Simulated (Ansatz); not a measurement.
## LiHClF (R3m): refractive index against wavelength

The refractive index of LiHClF (R3m) along x below the direct gap (5.24 eV on the mesh) is read from one computed spectrum, n = √(Re ε). x, y and z are the Cartesian axes of the input cell.

The structure is trigonal, space group R3m (No. 160). The conventional cell has a = 3.707 Å, b = 3.707 Å, c = 15.730 Å, α = 90.00°, β = 90.00°, γ = 120.00°. Cl on site a is surrounded by 1 H at 1.83 Å. F on site a has 1 H at 1.00 Å as nearest neighbours. Around Li on site a lie 3 Cl at 2.39 Å and 3 F at 2.52 Å. H on site a is surrounded by 1 F at 1.00 Å.

Method: Ansatz 0.2.0, PBE, independent particles, k-mesh 10×10×10 with interpolation inside its cells, Gaussian parameter 0.15 eV.

Launch of the response step: `ansatz run input.yaml --threads 2 --pin off --max-ram 5120MiB --backend cpu --events-out ev --progress --plain --runs-dir out`. The run took 48 s, on 2 threads of Arm Neoverse V2 (shared host).

| wavelength (nm) | photon energy E (eV) | n |
| --- | --- | --- |
| 850 | 1.459 | 1.5237 |
| 700 | 1.771 | 1.5276 |
| 633 | 1.959 | ? |
| 532 | 2.331 | 1.5368 |
| 450 | 2.755 | 1.5459 |
| 405 | 3.061 | 1.5537 |
| 365 | 3.397 | 1.5638 |

In the single-oscillator model n² − 1 = E₀E_d/(E₀² − E²), so 1/(n² − 1) = E₀/E_d − E²/(E₀E_d) is linear in E².

Working, on the rows shown:

| x = E² (eV²) | y = 1/(n² − 1) |
| --- | --- |
| 2.12762 | 0.756623 |
| 3.13716 | 0.749872 |
| 5.43137 | 0.734347 |
| 7.59115 | 0.719524 |
| 9.37179 | 0.707222 |
| 11.5384 | 0.691816 |

Means: x̄ = 6.5329, ȳ = 0.72657. Σ(x − x̄)(y − ȳ) = -0.4564, Σ(x − x̄)² = 66.39. Slope = -0.4564 / 66.39 = -0.006875; intercept = ȳ − slope · x̄ = 0.77148. Turned back into n, the line misses the rows shown by at most 0.00022.

**Question.** Fill in the last column of the withheld row.

**Answer.** At x = 3.8364 the line gives y = 0.74511, that is 1.5304. The run gave 1.5303, so the interpolation is off by 8.9e-05, 0.2 % of the range in the table.

Refitted with all rows, the slope is -0.00688 and the intercept 0.77154. These give E₀ = √(intercept/−slope) = 10.59 eV and E_d = E₀/intercept = 13.7 eV; E₀ is 2.0 times the direct gap. The electronic limit at long wavelengths, without lattice vibrations, is n = √(1 + 1/intercept) = 1.515. The structure is a model and need not exist. Excitons are left out and so are local fields; PBE gaps are as a rule too small.
